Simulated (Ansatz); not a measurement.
## Transmission past a defect: Mo wire along [100], 2 atoms a period, vacancy of one Mo

Aim: how much does this defect scatter, and at which energies?

Program: Ansatz 0.2.0. Level of theory: DFT PBE, plane waves, PAW; relaxation of a wire's period, in the first sound run; inputs show where later runs differ. Results are calculated unless marked as measured.

Most raw output is cut from this account.

### Step 1. The starting structure

The cell holds 2 atoms: 2 Mo. Cell: a = 8.380 Å, b = 8.380 Å, c = 3.160 Å, α = 90.0°, β = 90.0°, γ = 90.0°. Vacuum lies along a and b. The structure's axis is c.

### Step 2. The relaxed wire

Band widths follow the bond lengths, so the wire is relaxed first. The atoms and the third cell vector are free; the box across stays fixed as vacuum. A Fermi-Dirac smearing is set since the result may be a metal. The pressure printed is a third of the stress's trace over the whole box, vacuum included; only the stress along the axis is relaxed.

File input.yaml:

```yaml
crystal:
  lattice:
    - [8.38, 0.0, 0.0]
    - [0.0, 8.38, 0.0]
    - [0.0, 0.0, 3.16]
  atoms:
    - { symbol: Mo, position: [0.405727924, 0.405727924, 0.0] }
    - { symbol: Mo, position: [0.594272076, 0.594272076, 0.5] }
kpoints:
  mp_grid: { grid: [1, 1, 26] }
scf:
  occupations: { method: fermi_dirac, width: 0.05 }
hamiltonian:
  xc: pbe
relax:
  cell: { fix: [a, b, alpha, beta, gamma] }
  max_steps: 60
```

Launch:

```bash
> ansatz run input.yaml --threads 4 --pin off --max-ram 16384MiB --backend cpu --events-out ev --progress --plain --runs-dir out
```

Elapsed: 7.7 s, on 4 threads of Arm Neoverse V1, shared host; peak memory 0.47 GiB.

Step by step:

```
step  energy less that of the first step (eV)  largest force component (eV/Å)  pressure (GPa)  volume (Å³)
   1                                   0.0000                          3.8211           -5.76       221.91
   2                                  -2.3621                          3.6476           -3.67       219.13
   3                                  -2.8825                          2.8799            2.00       218.74
   4                                  -3.1229                          0.8581           -0.99       218.47
   5                                  -3.1500                          0.0735           -0.31       218.12
   6                                  -3.1509                          0.0325           -0.21       217.48
   7                                  -3.1510                          0.0003           -0.16       217.21
  8*                                  -3.1509                          0.0004           -0.16       217.21
```

Relaxation steps marked * repeat the geometry before them on a plane-wave basis chosen anew for their cell, so energy and pressure can jump there.

The run keeps the 8 symmetry operations that it works with, so distortions that break them were not tested.

```csv
cell as run,before,after,change
c (Å),3.160,3.093,-2.1 %
```

The atoms that moved most (Å, along periodic axes as changes of fractional coordinates times the final cell, across vacuum about the mean position):

```csv
atom,dx,dy,dz,length
Mo1,0.228,0.228,0.000,0.323
Mo2,-0.228,-0.228,0.000,0.323
```

Final coordinates:

```xyz
2
Lattice="8.3800 0.0000 0.0000 0.0000 8.3800 0.0000 0.0000 0.0000 3.0930" Properties=species:S:1:pos:R:3
Mo    3.6280    3.6280    0.0000
Mo    4.7520    4.7520    1.5465
```

Numbers from this step:

```yaml
energy_at_zero_smearing: -9906.0413 eV
cell_length_along_the_wire: 3.093 Å
```

The cell's length comes to 3.093 Å with spin left out.

### Step 3. The wire at its relaxed period

This step: DFT PBE, plane waves, PAW; channels and complex bands of a perfect wire (Ansatz 0.2.0).

At the relaxed period the Bloch states of the perfect wire are found at each energy: those that move forward count the open channels, and those that decay describe how a disturbance dies away inside the wire itself. An energy step of 0.035 eV is under the 0.039 eV that the program asks for its thermal average at 300 K.

input.yaml, the sections that differ from step 2:

```yaml
crystal:
  lattice:
    - [8.38, 0.0, 0.0]
    - [0.0, 8.38, 0.0]
    - [0.0, 0.0, 3.0930234143]
  atoms:
    - { symbol: Mo, position: [0.432941227, 0.432941227, 0.0] }
    - { symbol: Mo, position: [0.567058773, 0.567058773, 0.5] }
output:
  transmission:
    e_range: [-1.26, 1.26]
    de: 0.035
    kmesh: [1, 1]
    reduced_basis: true
    leads: [[0, 0]]
basis:
  ecutwfc: "350 eV"
# kpoints, scf, hamiltonian: as in step 2
# relax: removed
```

Wall time 52 s (4 threads); peak memory 0.59 GiB; 2.9 min of CPU time.

Numbers from this step:

* energy at zero smearing: -9906.0345 eV
* channels at the energy nearest the Fermi level, one spin: 0
* conductance of the lead as this run defines it: 0.06118 G₀
* slowest decay in the lead at the energy nearest the Fermi level: 0.0679 Å⁻¹
* band gap: 0.2124 eV

Table of open channels of the lead, one spin by energy, zero at the Fermi level:

```
energy (eV)  open channels of the lead, one spin
      -1.26                                    3
      -1.19                                    3
      -1.08                                    3
      -1.01                                    3
      -0.91                                    3
      -0.84                                    3
      -0.73                                    2
      -0.67                                    2
      -0.56                                    2
      -0.49                                    2
      -0.39                                    2
      -0.32                                    2
      -0.21                                    2
      -0.14                                    2
      -0.04                                    0
       0.00                                    0
       0.04                                    0
       0.14                                    2
       0.21                                    2
       0.32                                    2
       0.39                                    2
       0.49                                    4
       0.56                                    4
       0.67                                    4
       0.73                                    4
       0.84                                    4
       0.91                                    4
       1.01                                    4
       1.08                                    4
       1.19                                    4
       1.26                                    4
```

The slowest values at each energy, most degenerate partners merged, listed up to 1.5 1/Å. Table of Im kz of the slowest decaying states by energy, zero at the Fermi level:

| energy (eV) | decay 1 (Å⁻¹) | decay 2 (Å⁻¹) | decay 3 (Å⁻¹) | decay 4 (Å⁻¹) |
| --- | --- | --- | --- | --- |
| -1.26 | 0.0442 | 0.345 | 0.541 | 0.851 |
| -1.16 | 0.113 | 0.339 | 0.541 | 0.834 |
| -1.05 | 0.147 | 0.331 | 0.540 | 0.817 |
| -0.94 | 0.170 | 0.322 | 0.537 | 0.800 |
| -0.84 | 0.185 | 0.311 | 0.533 | 0.782 |
| -0.77 | 0.193 | 0.302 | 0.529 | 0.769 |
| -0.67 | 0.0648 | 0.201 | 0.288 | 0.523 |
| -0.56 | 0.0864 | 0.205 | 0.272 | 0.515 |
| -0.46 | 0.0978 | 0.206 | 0.254 | 0.506 |
| -0.35 | 0.103 | 0.204 | 0.232 | 0.495 |
| -0.24 | 0.102 | 0.2 | 0.207 | 0.483 |
| -0.14 | 0.0947 | 0.175 | 0.194 | 0.470 |
| -0.04 | 0.0566 | 0.0805 | 0.134 | 0.187 |
| 0.00 | 0.0679 | 0.0734 | 0.116 | 0.185 |
| 0.04 | 0.0645 | 0.0763 | 0.0941 | 0.182 |
| 0.14 | 0.0906 | 0.175 | 0.425 | 0.588 |
| 0.24 | 0.0912 | 0.167 | 0.404 | 0.563 |
| 0.35 | 0.0746 | 0.158 | 0.380 | 0.537 |
| 0.46 | 0.149 | 0.353 | 0.509 | 0.722 |
| 0.56 | 0.149 | 0.321 | 0.480 | 0.686 |
| 0.67 | 0.162 | 0.282 | 0.449 | 0.646 |
| 0.77 | 0.174 | 0.232 | 0.414 | 0.600 |
| 0.84 | 0.181 | 0.188 | 0.390 | 0.564 |
| 0.94 | 0.0722 | 0.190 | 0.350 | 0.498 |
| 1.05 | 0.124 | 0.197 | 0.304 | 0.409 |
| 1.16 | 0.204 | 0.218 | 0.248 | 0.272 |
| 1.26 | 0.0987 | 0.175 | 0.209 | 0.299 |

By hand: the program gives 6.7504 × 10^12 S/m² over the cell's cross-section of 70.22 Å² = 7.022 × 10^-19 m², so one cell conducts 4.740 × 10^-6 S. Divided by G0 = 2e²/h = 7.748 × 10^-5 S this is 0.0612 G0, a resistance of 211 kΩ.

At the computed energy nearest the Fermi level there are 0 channels a spin, and the thermal average gives 0.0612 G₀; the gap is 0.21 eV.

### Step 4. Relaxation of the scattering region

This step: DFT PBE, plane waves, PAW; relaxation of a junction in a wire, ends held (Ansatz 0.2.0).

System of this step: Mo wire along [100], 2 atoms a period, vacancy of one Mo. The cell holds 17 atoms: 17 Mo. Its edges and angles: a = 8.380 Å, b = 8.380 Å, c = 27.837 Å, α = 90.0°, β = 90.0°, γ = 90.0°. Regions: held atoms, 12 atoms (12 Mo); free atoms, 5 atoms (5 Mo). Vacuum lies along a and b. The structure's axis is c.

5 atoms at the defect are free to relax, while 12 stay where the perfect wire has them, so that the ends still repeat as a lead. The cutoff is set under the files' recommended one to save time.

File input.yaml:

```yaml
crystal:
  lattice:
    - [8.38, 0.0, 0.0]
    - [0.0, 8.38, 0.0]
    - [0.0, 0.0, 27.837210729]
  atoms:
    - { symbol: Mo, position: [0.432941227, 0.432941227, 0.0] }
    - { symbol: Mo, position: [0.567058773, 0.567058773, 0.055555556] }
    - { symbol: Mo, position: [0.432941227, 0.432941227, 0.111111111] }
    - { symbol: Mo, position: [0.567058773, 0.567058773, 0.166666667] }
    - { symbol: Mo, position: [0.432941227, 0.432941227, 0.222222222] }
    - { symbol: Mo, position: [0.567058773, 0.567058773, 0.277777778] }
    - { symbol: Mo, position: [0.432941227, 0.432941227, 0.333333333] }
    - { symbol: Mo, position: [0.567058773, 0.567058773, 0.388888889] }
    - { symbol: Mo, position: [0.43652118, 0.438907814, 0.444444444], spin: 0.6 }
    - { symbol: Mo, position: [0.432941227, 0.432941227, 0.555555556] }
    - { symbol: Mo, position: [0.567058773, 0.567058773, 0.611111111] }
    - { symbol: Mo, position: [0.432941227, 0.432941227, 0.666666667] }
    - { symbol: Mo, position: [0.567058773, 0.567058773, 0.722222222] }
    - { symbol: Mo, position: [0.432941227, 0.432941227, 0.777777778] }
    - { symbol: Mo, position: [0.567058773, 0.567058773, 0.833333333] }
    - { symbol: Mo, position: [0.432941227, 0.432941227, 0.888888889] }
    - { symbol: Mo, position: [0.567058773, 0.567058773, 0.944444444] }
magnetization:
  spin_polarized: true
kpoints:
  mp_grid: { grid: [1, 1, 1] }
scf:
  occupations: { method: fermi_dirac, width: 0.1 }
hamiltonian:
  xc: pbe
relax:
  constraints: [{ sites: [0, 1, 2, 3, 4, 5, 11, 12, 13, 14, 15, 16] }]
  f_tol: 0.06
  max_steps: 35
basis:
  ecutwfc: "350 eV"
```

Wall time 1.9 min (4 threads); peak memory 1.7 GiB.

The steps of the relaxation:

```csv
step,energy less that of the first step (eV),largest force component (eV/Å)
1,0.0000,1.2178
2,-0.1181,0.6007
3,-0.1646,0.3387
4,-0.2113,0.2523
5,-0.2198,0.2571
6,-0.2212,0.3146
7,-0.2307,0.1147
8,-0.2359,0.0259
```

The atoms that moved most (Å):

```
atom      dx      dy      dz  length
 Mo9   0.373   0.357   0.218   0.560
 Mo8   0.164   0.165   0.060   0.240
Mo11  -0.015  -0.013  -0.181   0.182
 Mo7   0.069   0.070   0.078   0.125
Mo10  -0.057  -0.061   0.086   0.120
```

Numbers from this step:

```
energy at zero smearing : -84198.4177 eV
total moment            : 0.5375 μB
absolute moment         : 8.098 μB
```

Site moment by atom:

```
atom  site moment (μB)
 Mo1              0.00
 Mo2             -0.01
 Mo3              0.02
 Mo4             -0.03
 Mo5              0.09
 Mo6             -0.15
 Mo7              0.40
 Mo8             -0.43
 Mo9              1.16
Mo10             -0.85
Mo11              0.37
Mo12             -0.36
Mo13              0.13
Mo14             -0.09
Mo15              0.03
Mo16             -0.02
Mo17              0.01
```

The largest force component on a free atom ends at 0.026 eV/Å, under the limit of 0.06.  1 atom of the wire itself, hydrogen apart, moved by over 0.45 Å, up to 0.56 Å.

(Part 1 of 2 ends here.)

[Logs are printed without paths, hosts, clocks, repeated set-up lines and the standing remarks that a program may print on its own settings, such as how far it seeks lower states.]

[Hosts, paths, dates, database ids (printed as entryN), source tags and the programs' standing remarks are cut or masked in the printed files.]
